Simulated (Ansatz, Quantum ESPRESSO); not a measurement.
# Evanescent states of BN, zinc blende type, lattice constant set to 3.575 Å, part 3 of 3

Wanted: the complex band structure of BN, zinc blende type, lattice constant set to 3.575 Å, as for a tunnel barrier.

Quantum ESPRESSO 7.5; plane-wave DFT, LDA, GBRV ultrasoft pseudopotentials; cross-check by Ansatz 0.2.0 with PAW datasets.

So far. Step 2 (Ground state): The run needed 9 iterations to bring the estimated error under 1e-09 Ry.

### 4. Complex band structure, with epsproj = 0.01

Level of this step: complex band structure by pwcond; plane-wave DFT, LDA, GBRV ultrasoft pseudopotentials (Quantum ESPRESSO).

A sensitivity test on the input.

cbs.w.in

```
&inputcond
  outdir = './out'
  prefixl = 'scf'
  band_file = 'cbs.w'
  ikind = 0
  ewind = 4.0
  epsproj = 0.01
  nz1 = 7
  energy0 = 7.44
  denergy = -0.24
/
4
  0.00000000 0.00000000 1.00000000
  0.50000000 0.00000000 1.00000000
  0.50000000 0.50000000 1.00000000
  0.25000000 0.00000000 1.00000000
40
```

Started as:

```bash
> OMP_NUM_THREADS=1 mpirun -n 2 pwcond.x -in cbs.w.in > cbs.w.out
```

Numbers of over 12 decimals in the logs are rounded to 6 here.

The program printed:

```text
[banner, memory and clock lines left out]
Program PWCOND v.7.5 starts
[citation notice left out]

[...]
./out/scf.save/

     IMPORTANT: XC functional enforced from input :
     Exchange-correlation= PZ
                           (   1   1   0   0   0   0   0)
     Any further DFT definition will be discarded
     Please, verify this is what you really want

     Reading collected, re-writing distributed wavefunctions

===== INPUT FILE containing the left lead =====

     GEOMETRY:

     lattice parameter (alat)  =       4.7771  a.u.
     the volume                =     154.1682 (a.u.)^3
     the cross section         =      22.8202 (a.u.)^2
     l of the unit cell        =       1.4142 (alat)
     number of atoms/cell      =            4
     number of atomic types    =            2

     crystal axes: (cart. coord. in units of alat)
               a(1) = (  1.0000  0.0000  0.0000 )
               a(2) = (  0.0000  1.0000  0.0000 )
               a(3) = (  0.0000  0.0000  1.4142 )

   Cartesian axes

     site n.     atom                  positions (alat units)
          1        B      tau(  1)=(  0.0000  0.0000  1.4142  )
          2        N      tau(  2)=(  0.5000  0.0000  0.3536  )
          3        B      tau(  3)=(  0.5000  0.5000  0.7071  )
          4        N      tau(  4)=(  0.0000  0.5000  1.0607  )

     nr1s                      =           20
     nr2s                      =           20
     nr3s                      =           27
     nr1sx                     =           20
     nr2sx                     =           20
     nr3sx                     =           27
     nr1                       =           24
     nr2                       =           24
     nr3                       =           32
     nr1x                      =           24
     nr2x                      =           24
     nr3x                      =           32

 _______________________________
  Radii of nonlocal spheres:

     type       ibeta     ang. mom.          radius (alat units)
       B          1         0                    0.2618
       B          2         0                    0.2618
       B          3         1                    0.2618
       B          4         1                    0.2618
       N          1         0                    0.2530
       N          2         0                    0.2530
       N          3         1                    0.2530
       N          4         1                    0.2530
----- General information -----

----- Complex band structure calculation -----

     nrx                       =           20
     nry                       =           20
     nz1                       =            7

     energy0               =         7.4E+00
     denergy               =        -2.4E-01
     nenergy               =         40
     ecut2d                =         4.0E+01
     ewind                 =         4.0E+00
     epsproj               =         1.0E-02

     number of k_|| points=    4
                       cryst. coord.
        k(    1) = (   0.0000000   0.0000000), wk =   0.2500000
        k(    2) = (   0.5000000   0.0000000), wk =   0.2500000
        k(    3) = (   0.5000000   0.5000000), wk =   0.2500000
        k(    4) = (   0.2500000   0.0000000), wk =   0.2500000
----- Information about left lead -----

     nocros                   =            8
     noins                    =           24
     norb                     =           40
     norbf                    =           40
     nrz                      =           27

      iorb      type   ibeta   ang. mom.   m       position (alat)
        1        1       1        0        1   taunew(   1)=(  0.0000  0.0000  0.0000)
        2        1       2        0        1   taunew(   2)=(  0.0000  0.0000  0.0000)
[...]
40        1       4        1        3   taunew(  40)=(  0.0000  0.0000  1.4142)
    k slab    z(k)  z(k+1)     crossing(iorb=1,norb)
    1   0.0000 0.0524 0.0524   1111111100000000000000000000000000000000
    2   0.0524 0.1048 0.0524   1111111111111111000000000000000000000000
[...]
27   1.3618 1.4142 0.0524   0000000000000000000000000000000011111111
 ngper, shell number =           69          13
 ngper, n2d =           69          31
---  E-Ef =    7.4400000  k =    0.0000000   0.0000000
---  ie =          1  ik =          1
 Nchannels of the left tip =            1
 Right moving states:
   k1(2pi/a)   k2(2pi/a)   E-Ef (eV)
  -0.4028914   0.0000000   7.4400000
 Left moving states:
   k1(2pi/a)   k2(2pi/a)   E-Ef (eV)
   0.4028914  -0.0000000   7.4400000

---  E-Ef =    7.2000000  k =    0.0000000   0.0000000
---  ie =          2  ik =          1
 Nchannels of the left tip =            1
 Right moving states:
   k1(2pi/a)   k2(2pi/a)   E-Ef (eV)
  -0.4433245   0.0000000   7.2000000
 Left moving states:
   k1(2pi/a)   k2(2pi/a)   E-Ef (eV)
   0.4433245  -0.0000000   7.2000000
[... further energies and points left out ...]
---  E-Ef =   -1.6800000  k =    0.2500000   0.0000000
---  ie =         39  ik =          4
 Nchannels of the left tip =            3
 Right moving states:
   k1(2pi/a)   k2(2pi/a)   E-Ef (eV)
   0.1029055   0.0000000  -1.6800000
  -0.3514159   0.0000000  -1.6800000
  -0.4382077  -0.0000000  -1.6800000
 Left moving states:
   k1(2pi/a)   k2(2pi/a)   E-Ef (eV)
  -0.1029055   0.0000000  -1.6800000
   0.3514159   0.0000000  -1.6800000
   0.4382077   0.0000000  -1.6800000

---  E-Ef =   -1.9200000  k =    0.2500000   0.0000000
---  ie =         40  ik =          4
 Nchannels of the left tip =            3
 Right moving states:
   k1(2pi/a)   k2(2pi/a)   E-Ef (eV)
   0.0655366   0.0000000  -1.9200000
  -0.3915368   0.0000000  -1.9200000
  -0.4682918  -0.0000000  -1.9200000
 Left moving states:
   k1(2pi/a)   k2(2pi/a)   E-Ef (eV)
  -0.0655366   0.0000000  -1.9200000
   0.3915368   0.0000000  -1.9200000
   0.4682918   0.0000000  -1.9200000

[...]
```

The job ended after 4.7 s (2 MPI ranks of Intel Xeon 6975P-C (Granite Rapids), shared host; peak memory 0.1 GiB).

The changed values were drawn from a wide range, not chosen for quality; the comparison shows what they did here together.

Beside the run it was changed from:

```csv
quantity,this run,unchanged run,difference
peak of the smallest κ at the zone centre (Å⁻¹),0.48,0.483,-0.0030
wall time (s),4.7,14,
```

The physical values in this table move by up to 0.62 %.

### 5. Complex band structure, with eps_proj = 1

One more run, with a changed input.

cbs.bad.in

```
&inputcond
  outdir = './out'
  prefixl = 'scf'
  band_file = 'cbs.bad'
  ikind = 0
  ewind = 4.0
  epsproj = 1e-05
  nz1 = 7
  eps_proj = 1
  energy0 = 7.44
  denergy = -0.24
/
4
  0.00000000 0.00000000 1.00000000
  0.50000000 0.00000000 1.00000000
  0.50000000 0.50000000 1.00000000
  0.25000000 0.00000000 1.00000000
40
```

Started as:

```bash
> OMP_NUM_THREADS=1 mpirun -n 2 pwcond.x -in cbs.bad.in > cbs.bad.out
```

The program printed:

```text
[banner, memory and clock lines left out]
Program PWCOND v.7.5 starts

          URL

 %%%%%%%%%%%%%%%%%%%%%%%%%%%%%%%%%%%%%%%%%%%%%%%%%%%%%%%%%%%%%%%%%%%%%%%%%%%%%%
     Error in routine do_cond (5010):
     reading inputcond namelist
 %%%%%%%%%%%%%%%%%%%%%%%%%%%%%%%%%%%%%%%%%%%%%%%%%%%%%%%%%%%%%%%%%%%%%%%%%%%%%%

     stopping ...
[the rest left out]
```

Elapsed: 0.61 s, on 2 MPI ranks; peak memory 0.09 GiB.

The program refused the input before any cycle.

A key was misspelt on purpose.

The message: “do_cond (5010): reading inputcond namelist”. The namelist reader stops at a key that the namelist doesn't hold; the line has to be put right or, where the proper key already stands in the input, deleted.

### 6. Cross-check with Ansatz

As a check, the same structure is run in Ansatz.

Level of this step: plane-wave DFT, LDA, Ansatz PAW (Ansatz 0.2.0).

input.yaml

```yaml
crystal:
  lattice:
    - [2.5279067427, 0.0, 0.0]
    - [0.0, 2.5279067427, 0.0]
    - [0.0, 0.0, 3.575]
  atoms:
    - { symbol: B, position: [0.0, 0.0, 0.0] }
    - { symbol: "N", position: [0.5, 0.0, 0.25] }
    - { symbol: B, position: [0.5, 0.5, 0.5] }
    - { symbol: "N", position: [0.0, 0.5, 0.75] }
kpoints:
  mp_grid: { grid: [10, 10, 8] }
hamiltonian:
  xc: lda
scf:
  occupations: { method: fixed }
  convergence: { dr2_threshold: 1.0e-09 }
output:
  transmission:
    leads: [[0, 0]]
    kpoints: [[0, 0], [0.5, 0], [0.5, 0.5], [0.25, 0]]
    e_range: [-1.92, 7.44]
    de: 0.24
```

Started as:

```bash
> ansatz run input.yaml --threads 2 --pin off --max-ram 4096MiB --backend cpu --events-out ev --progress --plain --runs-dir out
```

The program printed:

```text
Engine: ansatz 0.2.0, x86_64-unknown-linux-gnu
Pseudopotentials: kind: paw
Pseudopotential: B, paw, valence charge 3, recommended cutoff 420 eV (normal), B.paw.azcp
Pseudopotential: N, paw, valence charge 5, recommended cutoff 420 eV (normal), N.paw.azcp
Functional definition: SPW92
  exchange = slater_x
  correlation = pw_c
Crystal: 4 atoms, lattice volume = 22.845 Å³
Basis set: ecut = 420 eV, 451 PW (Γ)
Bands: 12, of which v1, the nominal top of the filled ones, is band 8 counted from 1 (7 counted from 0)
Symmetry: 16 space group operations
Space group: F-43m (ITA 216), of the structure as read, at distance tolerance 2.8e-5 Å
k-points: 105 of 800 (time reversal used)
Non-local potential: B, projectors of the file, l = 0: 2, l = 1: 2, l = 2: 1
Non-local potential: N, projectors of the file, l = 0: 2, l = 1: 2, l = 2: 1
PAW form: soft (Blöchl's): semilocal exchange-correlation on the pseudo side does not see the compensation charge
PAW frozen core: B, regenerated for the run's functional, and the local potential with it (the file was generated under x = pbe(κ = 0.804, μ = 0.219515), c = pbe(β = 0.066725))
PAW frozen core: N, regenerated for the run's functional, and the local potential with it (the file was generated under x = pbe(κ = 0.804, μ = 0.219515), c = pbe(β = 0.066725))
PAW one-centre angular grid: B, 110 points (default); XC on 64 Gauss nodes
PAW one-centre angular grid: N, 110 points (default); XC on 64 Gauss nodes
Initial density: superposition of atomic densities (neutral atoms: chi_scale 0, normalization atom), corrected by the library's trained network
Initial wavefunctions: pseudopotential atomic-orbital guess
Functional: x = slater, c = lda
SCF iter   1: F=—  HF=-1052.940089 eV  |F-HF|=—  |Δ(HF+E_count)|=         —  Δρ=8.00e-3  dr2=1.07e-2  ethr=1.77e-3  ⟨swp⟩=4.0  Hψ=5663  notcnv=0  defer=167
preconditioner: auto → none  [insulator: Δε(μ)=4.334 eV  Ē_g=18.019 eV  n_scr=6 (ndim 8)  ℏωp=31.1 eV  f_vac=0.000  ε∞_Penn≈4.0]
SCF iter   2: F=—  HF=-1052.937079 eV  |F-HF|=—  |Δ(HF+E_count)|=   3.01e-3  Δρ=3.24e-3  dr2=8.68e-4  ethr=6.68e-5  ⟨swp⟩=2.8  Hψ=2833  notcnv=0  defer=208
SCF iter   3: F=—  HF=-1052.936817 eV  |F-HF|=—  |Δ(HF+E_count)|=   2.62e-4  Δρ=1.38e-3  dr2=1.41e-4  ethr=5.42e-6  ⟨swp⟩=2.3  Hψ=2165  notcnv=0  defer=208
SCF iter   4: F=—  HF=-1052.936777 eV  |F-HF|=—  |Δ(HF+E_count)|=   3.94e-5  Δρ=3.02e-4  dr2=6.38e-6  ethr=8.80e-7  ⟨swp⟩=1.0  Hψ=1260  notcnv=0
SCF iter   5: F=—  HF=-1052.936777 eV  |F-HF|=—  |Δ(HF+E_count)|=   7.75e-7  Δρ=2.67e-5  dr2=5.92e-8  ethr=3.99e-8  ⟨swp⟩=1.7  Hψ=1820  notcnv=0
SCF iter   6: F=—  HF=-1052.936776 eV  |F-HF|=—  |Δ(HF+E_count)|=   5.25e-7  Δρ=2.00e-6  dr2=2.52e-10  ethr=6.25e-12  ⟨swp⟩=2.2  Hψ=4313  notcnv=0
SCF iter   7: F=-1052.936776 eV  HF=-1052.936776 eV  |F-HF|=2.27e-12  |Δ(HF+E_count)|=  9.48e-11  Δρ=1.43e-7  dr2=3.32e-12  ethr=1.57e-12  ⟨swp⟩=1.0  Hψ=3181  notcnv=0
SCF 1 converged in 7 iterations: F = -1052.936776 eV  dr2 = 3.32e-12
  greatest PAW one-centre occupation: 0.783 electrons in one spin orbital (limit 2), on the N atom at site 3 (counted from 0), in its partial waves of l = 0
transmission: 5 of 20 steps passed
transmission: 10 of 20 steps passed
transmission: 15 of 20 steps passed
transmission: 20 of 20 steps passed
SCF converged after 7 iterations
Free energy (F): -1052.936776 eV
Harris-Foulkes:  -1052.936776 eV  (|F-HF|=2.27e-12)
Internal energy: -1052.936776 eV  (E = F + TS)
E sigma→0 (E₀):  -1052.936776 eV
Fermi energy:    11.469369 eV
--- Per-component energies (eV) ---
  E_band       = 55.583081
  E_kinetic    = 374.308975
  E_local      = -346.610213  (includes V_loc(G=0)·N_el)
  E_nonlocal   = 117.647951
  E_hartree    = 95.502103
  E_xc         = -186.117296
  E_vxc        = -232.380997  (∫ρ·V_xc dr)
  E_paw        = -383.131155  (= ΣΔE_a)
  E_vpaw       = -48.387068  (= ΣTr[D̂ρ^β])
  E_aug_tail   = 0.000197  (compensation charges beyond the density's cutoff)
  E_ewald      = -724.789096
  E_core_change = 0.251757  (= ΣΔE_core)
  E_smearing   = -0.000000  (= −TS)
  E_closure    = 0.000000  (closes the sum)
  Σ components = -1052.936776   (vs F -1052.936776, Δ=0.00e0)
--- Band table (eV; the first three rows and the last of 105) ---
  k-point 0: bands = [... 4 lower, 6.3744, 11.4694, 11.4694, 11.4694, 15.8666, 20.3213, 20.3213, 20.3213]
  k-point 1: bands = [... 4 lower, 6.5038, 11.1311, 11.1311, 11.1365, 16.0692, 20.1256, 20.7656, 20.7656]
  k-point 2: bands = [... 4 lower, 6.8873, 10.2437, 10.3049, 10.3049, 16.6381, 19.6685, 21.4091, 21.9070]
  k-point 104: bands = [... 4 lower, 4.1884, 4.1884, 4.6693, 4.6693, 21.0537, 21.0537, 25.0888, 25.0888]
--- Transmission ---
  basis      : 57 plane waves across, 5 finite elements along
  points     : 4, as listed
  energies   : 40 from -1.920000 to 7.440000 eV about the Fermi level, 0.240000 eV apart; the leads are filled to 2.198600 eV, and channels, transmission and decay are at 2.160000 eV
  crystal 0  : N2B2, at the sites [0, 0], period 3.5750 Å: whole cells are its period
    offset         : up to 0.0000 Å between an atom of the period and one for which it stands
    channels       : 0.000000e0 a spin
    conductance    : none, the energies end too early or step too widely for 300 K: set another output.transmission.e_range or a lower de, or, where they end at an eighth of basis.ecutwfc, a higher one
    slowest decay  : 0.3790 /Å at (0.5000, 0.5000)
```

Elapsed: 1.6 s, on 2 threads; peak memory 0.36 GiB.

Read from the output:

```
free energy                                      : -1052.9368 eV
gap by band count                                : 4.397 eV
symmetry operations                              : 16
slowest decay at the grid energy nearest mid-gap : 0.379 Å⁻¹
peak of the smallest κ at the zone centre        : 0.4843 Å⁻¹
peak of the smallest κ at (1/4, 0)               : 0.6049 Å⁻¹
valence top, on the run's zero                   : 11.47 eV
```

K across = (0, 0) in the cell's reciprocal vectors; values within 0.0025 1/Å of each other count once, columns are sorted by size at each energy, a dash where no further value was kept. Im kz of the slowest decaying states against energy, zero at the highest filled level of the SCF mesh:

```csv
energy (eV),decay 1 (Å⁻¹),decay 2 (Å⁻¹),decay 3 (Å⁻¹)
-1.92,1.16,-,-
-1.68,1.14,-,-
-1.44,1.11,-,-
-1.20,1.09,-,-
-0.96,1.06,-,-
-0.72,1.04,-,-
-0.48,1.01,-,-
-0.24,0.985,-,-
0.00,0.0200,0.0236,0.958
0.24,0.177,0.183,0.932
0.72,0.293,0.308,0.877
0.96,0.331,0.351,0.848
1.20,0.362,0.387,0.819
1.44,0.388,0.418,0.789
1.68,0.409,0.445,0.757
1.92,0.428,0.470,0.725
2.16,0.444,0.491,0.690
2.40,0.457,0.510,0.654
2.64,0.468,0.527,0.616
2.88,0.477,0.542,0.574
3.12,0.484,0.529,0.556
3.36,0.479,0.490,0.568
3.60,0.422,0.494,0.579
3.84,0.355,0.496,0.588
4.08,0.270,0.497,0.596
4.32,0.134,0.497,0.603
4.56,0.495,0.609,-
4.80,0.492,0.613,-
5.28,0.482,0.620,-
5.52,0.475,0.622,-
5.76,0.466,0.623,-
6.00,0.456,0.623,-
6.24,0.444,0.622,1.41
6.48,0.430,0.621,1.31
6.72,0.414,0.619,1.22
6.96,0.397,0.616,1.13
7.20,0.376,0.613,1.05
7.44,0.353,0.609,0.963
```

K across = (0, 0) in the cell's reciprocal vectors. Re kz of states that move upwards against energy, zero at the highest filled level of the SCF mesh:

| energy (eV) | channel 1 (Å⁻¹) | channel 2 (Å⁻¹) | channel 3 (Å⁻¹) |
| --- | --- | --- | --- |
| -1.92 | -0.605 | -0.605 | -0.566 |
| -1.68 | -0.553 | -0.553 | -0.524 |
| -1.20 | -0.447 | -0.447 | -0.434 |
| -0.96 | -0.391 | -0.391 | -0.384 |
| -0.72 | -0.331 | -0.331 | -0.328 |
| -0.24 | -0.184 | -0.183 | -0.183 |
| 0.00 | - | - | - |
| 0.24 | - | - | - |
| 0.72 | - | - | - |
| 0.96 | - | - | - |
| 1.20 | - | - | - |
| 1.68 | - | - | - |
| 1.92 | - | - | - |
| 2.16 | - | - | - |
| 2.64 | - | - | - |
| 2.88 | - | - | - |
| 3.36 | - | - | - |
| 3.60 | - | - | - |
| 3.84 | - | - | - |
| 4.32 | - | - | - |
| 4.56 | 0.197 | - | - |
| 4.80 | 0.312 | - | - |
| 5.28 | 0.473 | - | - |
| 5.52 | 0.540 | - | - |
| 5.76 | 0.604 | - | - |
| 6.24 | 0.726 | - | - |
| 6.48 | 0.787 | - | - |
| 6.72 | 0.850 | - | - |
| 7.20 | -0.775 | - | - |
| 7.44 | -0.704 | - | - |

K across = (1/2, 0) in the cell's reciprocal vectors; values within 0.0025 1/Å of each other count once, columns are sorted by size at each energy, a dash where no further value was kept. Table of Im kz of the slowest decaying states by energy, zero at the highest filled level of the SCF mesh:

| energy (eV) | decay 1 (Å⁻¹) | decay 2 (Å⁻¹) | decay 3 (Å⁻¹) |
| --- | --- | --- | --- |
| -1.92 | 0.105 | 0.387 | - |
| -1.68 | 0.194 | 0.625 | - |
| -1.44 | 0.251 | 0.739 | - |
| -1.20 | 0.296 | 0.811 | - |
| -0.96 | 0.333 | 0.863 | - |
| -0.72 | 0.366 | 0.901 | - |
| -0.48 | 0.394 | 0.931 | - |
| -0.24 | 0.419 | 0.954 | - |
| 0.00 | 0.442 | 0.973 | - |
| 0.24 | 0.462 | 0.987 | - |
| 0.72 | 0.499 | 1.01 | - |
| 0.96 | 0.514 | 1.01 | - |
| 1.20 | 0.529 | 1.02 | - |
| 1.44 | 0.542 | 1.02 | - |
| 1.68 | 0.555 | 1.02 | - |
| 1.92 | 0.566 | 1.02 | - |
| 2.16 | 0.576 | 1.02 | - |
| 2.40 | 0.586 | 1.02 | - |
| 2.64 | 0.594 | 1.02 | - |
| 2.88 | 0.602 | 1.01 | - |
| 3.12 | 0.609 | 1.01 | - |
| 3.36 | 0.615 | 1.00 | - |
| 3.60 | 0.620 | 0.994 | - |
| 3.84 | 0.625 | 0.986 | 1.49 |
| 4.08 | 0.629 | 0.978 | 1.46 |
| 4.32 | 0.632 | 0.969 | 1.43 |
| 4.56 | 0.634 | 0.958 | 1.40 |
| 4.80 | 0.636 | 0.948 | 1.36 |
| 5.28 | 0.636 | 0.923 | 1.29 |
| 5.52 | 0.635 | 0.910 | 1.26 |
| 5.76 | 0.633 | 0.896 | 1.22 |
| 6.00 | 0.630 | 0.881 | 1.18 |
| 6.24 | 0.626 | 0.866 | 1.14 |
| 6.48 | 0.621 | 0.849 | 1.10 |
| 6.72 | 0.614 | 0.831 | 1.06 |
| 6.96 | 0.607 | 0.813 | 1.02 |
| 7.20 | 0.598 | 0.793 | 0.978 |
| 7.44 | 0.587 | 0.772 | 0.933 |

K across = (1/2, 1/2) in the cell's reciprocal vectors; values within 0.0025 1/Å of each other count once, columns are sorted by size at each energy, a dash where no further value was kept. Im kz of the slowest decaying states against energy, zero at the highest filled level of the SCF mesh:

```
energy (eV)  decay 1 (Å⁻¹)  decay 2 (Å⁻¹)
      -1.92          0.472          0.627
      -1.44          0.479          0.649
      -0.96          0.480          0.665
      -0.48          0.476          0.677
      -0.24          0.473          0.682
       0.00          0.469          0.685
       0.24          0.463          0.688
       0.72          0.449          0.691
       1.20          0.431          0.691
       1.68          0.408          0.688
       2.16          0.379          0.682
       2.64          0.344          0.674
       2.88          0.323          0.669
       3.36          0.273          0.657
       3.84          0.204          0.642
       4.32         0.0772          0.624
       4.80          0.604              -
       5.28          0.581              -
       5.76          0.554              -
       6.00          0.539              -
       6.48          0.507              -
       6.96          0.469              -
       7.44          0.425              -
```

K across = (1/4, 0) in the cell's reciprocal vectors; values within 0.0025 1/Å of each other count once, columns are sorted by size at each energy, a dash where no further value was kept. Im kz of the slowest decaying states against energy, zero at the highest filled level of the SCF mesh:

```csv
energy (eV),decay 1 (Å⁻¹),decay 2 (Å⁻¹),decay 3 (Å⁻¹)
-1.92,-,-,-
-1.44,-,-,-
-0.96,0.160,-,-
-0.48,0.286,1.45,-
-0.24,0.225,0.328,1.42
0.00,0.320,0.363,1.40
0.24,0.388,0.394,1.37
0.72,0.445,0.486,1.31
1.20,0.485,0.557,1.26
1.68,0.518,0.612,1.20
2.16,0.545,0.655,1.14
2.64,0.566,0.689,1.07
2.88,0.574,0.703,1.04
3.36,0.588,0.727,0.977
3.84,0.598,0.745,0.907
4.32,0.604,0.757,0.833
4.80,0.605,0.752,0.764
5.28,0.602,0.663,0.766
5.76,0.559,0.595,0.761
6.00,0.498,0.590,0.756
6.48,0.344,0.576,0.740
6.96,0.557,0.714,1.17
7.44,0.532,0.676,1.13
```

### 7. A check by hand

T falls as exp(−2κd). With κ = 0.376 1/Å, 10 Å of barrier pass exp(−2 × 0.376 × 10) = 5.5e-4 of that channel, interfaces aside.

### 8. Summary of results

```json
{
 "gap on the SCF mesh": "4.38 eV",
 "smallest κ at mid-gap among the four k points, at (1/2, 1/2)": "0.376 Å⁻¹",
 "peak of the smallest κ in the stop band at the zone centre": "0.483 Å⁻¹",
 "peak of the smallest κ in the stop band at (1/4, 0)": "0.605 Å⁻¹",
 "energy of the peak at the zone centre, over the highest filled level": "3.12 eV",
 "peak at the zone centre by Ansatz": "0.484 Å⁻¹"
}
```

In words: With a gap of 4.38 eV on the mesh, the smallest κ at mid-gap among the four k points, at (1/2, 1/2) is 0.376 Å⁻¹ (LDA, GBRV ultrasoft). For a barrier with the Fermi level at mid-gap the slowest state found, at (1/2, 1/2), loses a factor of ten in probability every 3.1 Å or so. Stop bands away from the zone centre are mostly wider than the gap, so their peaks can lie above the conduction bottom. The X valleys along [100] and [010] project onto (1/2, 1/2) in this cell. At the zone centre pwcond's peak is 0.483 and Ansatz's 0.484 1/Å, 0 % apart. The cell is the a/√2 one, turned by 45°, with two primitive cells, so X along [001] folds onto kz = 0. A semilocal gap is too small, often by a third to a half and by more in narrow-gap crystals, so real barriers decay faster.

[Logs are printed without paths, hosts, clocks, repeated set-up lines and the standing remarks that a program may print on its own settings, such as how far it seeks lower states.]

[Hosts, paths, dates, database ids (printed as entryN), source tags and the programs' standing remarks are cut or masked in the printed files.]

[Maps of the electrostatic potential energy from Ansatz leave out the sawtooth potential of an applied field or a dipole correction, so their vacuum need not be flat; planar profiles and work functions include it.]
